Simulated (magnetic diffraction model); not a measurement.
# Moment size from magnetic intensity in Tb2Dy

Space group R3m (no. 160), a = 3.6280 Å, c = 25.5100 Å.

```csv
site,atom,x,y,z
3a,Dy,2/3,1/3,0.1128
3a,Tb,2/3,1/3,0.3295
3a,Tb,0,0,0.2242
```

The compound is invented for this exercise: a known structure type with other elements, its cell scaled to their sizes and not relaxed.

Only Dy and Tb are taken to order (form factors of Dy3+ and Tb3+); orders and moment sizes are assumed, and not adapted to the symmetry. Radiation: neutrons of λ = 1.8 Å (absorption by Dy left out), 5° to 65°; isotropic B of 0.15 Å² (Dy) and 0.14 Å² (Tb). The intensities are simulated: I ∝ L Σ (|F_N|² + |F_M⊥|²) for unpolarised neutrons, with F_M = 2.695 fm/μB × Σ f(s) S exp(2πi Q·r) exp(−B s²) at Q = H ± k (one set where k and −k are equivalent), only the part normal to Q counting and L = 1/(sin²θ cos θ). For collinear order S is the moment m, which repeats by lattice and centring translations R with the sign exp(−2πi k·R). Form factors are spin-only for 3d ions and dipole or tabulated for f ions, scattering lengths are Sears's of 1992, and absorption is left out. A label names one of the reflections at its angle. The strongest nuclear line in the range is 100, and lines under 0.2 are left out.

In a first state the assumed order is k = (0 0 0), collinear moments along [120], 5.6 μB on Dy and 5.3 μB on Tb; signs + at (2/3, 1/3, 0.1128), − at (2/3, 1/3, 0.3295), − at (0, 0, 0.2242), with this pattern:

```csv
2θ (°),index,nuclear,magnetic
12.15,(0 0 3),32.6,379.7
24.44,(0 0 6),12.8,65.3
33.55,(1 0 1),39.3,69.3
34.32,(0 1 2),42.2,21.1
37.03,(0 0 9),47.4,6.1
37.24,(1 0 4),100.0,38.5
39.32,(0 1 5),93.3,26.3
44.45,(1 0 7),25.6,20.0
47.42,(0 1 8),17.1,55.0
50.09,(0 0 12),1.5,19.8
54.06,(1 0 10),19.5,25.0
57.68,(0 1 11),19.7,6.5
59.49,(1 1 0),64.0,2.5
60.97,(1 1 3),9.6,29.8
63.90,(0 0 15),3.4,4.4
```

**Question.** Nearer the ordering temperature the line at 12.15° has total intensity 66.8 on the same scale, and all moments have shrunk alike. How large is the Dy moment?

The nuclear part, 32.6, stays, so the magnetic part is 34.2 against 379.7. It goes as m², so m = 5.6 × √(34.2/379.7) = 1.68 μB; the value used was 1.68 μB.

[Logs are printed without paths, hosts, clocks, repeated set-up lines and the standing remarks that a program may print on its own settings, such as how far it seeks lower states.]
